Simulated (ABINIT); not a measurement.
Planning a run of ABINIT 10.8.3 on CsPbCl3 (Pm-3m). The input:

```
acell 3*1.0 Angstrom
rprim 
  5.605000000000 0.000000000000 0.000000000000
  0.000000000000 5.605000000000 0.000000000000
  0.000000000000 0.000000000000 5.605000000000
ntypat 3
znucl 55 82 17
natom 5
typat 1 2 3 3 3
xred 
  0.000000000000 0.000000000000 0.000000000000
  0.500000000000 0.500000000000 0.500000000000
  0.500000000000 0.500000000000 0.000000000000
  0.000000000000 0.500000000000 0.500000000000
  0.500000000000 0.000000000000 0.500000000000
pp_dirpath "pseudos"
pseudos "Cs.upf, Pb.upf, Cl.upf"
ecut 32
ngkpt 2 2 2
nshiftk 1
shiftk 0 0 0
kptopt 1
chksymbreak 0
istwfk *1
occopt 1
irdwfk 1
optdriver 4
nband 158
gwcalctyp 28
ecutsigx 32
symsigma 0
nkptgw 4
kptgw 
  0.0000000000 0.0000000000 0.0000000000
  0.5000000000 0.0000000000 0.0000000000
  0.5000000000 0.5000000000 0.0000000000
  0.5000000000 0.5000000000 0.5000000000
bdgw 
  14 63
  14 63
  14 63
  14 63
ecuteps 4
irdscr 1
ppmodel 1
irdqps 1
rhoqpmix 0.3
indata_prefix "in"
outdata_prefix "out"
tmpdata_prefix "tmp"
```

```sh
OMP_NUM_THREADS=1 mpirun -n 8 abinit run.abi > log
```

Q: Estimate wall time and host memory on 8 MPI ranks of Intel Xeon Platinum 8259CL at 2.50GHz (Skylake/Cascade Lake), shared host.

It took 5 min; on shared hardware allow 2.5 min to 10 min. Peak host memory was 7.0 GiB.

[Paths, hosts, dates, memory and timing lines, banners, echoed tables and standing remarks are left out of the program output.]

[Logs are printed without paths, hosts, clocks, repeated set-up lines and the standing remarks that a program may print on its own settings, such as how far it seeks lower states.]

[Runs of the session that timed out or met a known fault of the program may be left out.]

[Hosts, paths, dates, database ids (printed as entryN), source tags and the programs' standing remarks are cut or masked in the printed files.]

[G0W0 gaps are taken among the corrected bands and points alone; a level outside them can change the order at an edge.]

[Where Ansatz stands beside ABINIT at settings called matched, ABINIT's density can come from a denser mesh and the files from another edition; pairs whose starting gaps differed by over 0.03 eV were left out, so agreement reads better than it is.]
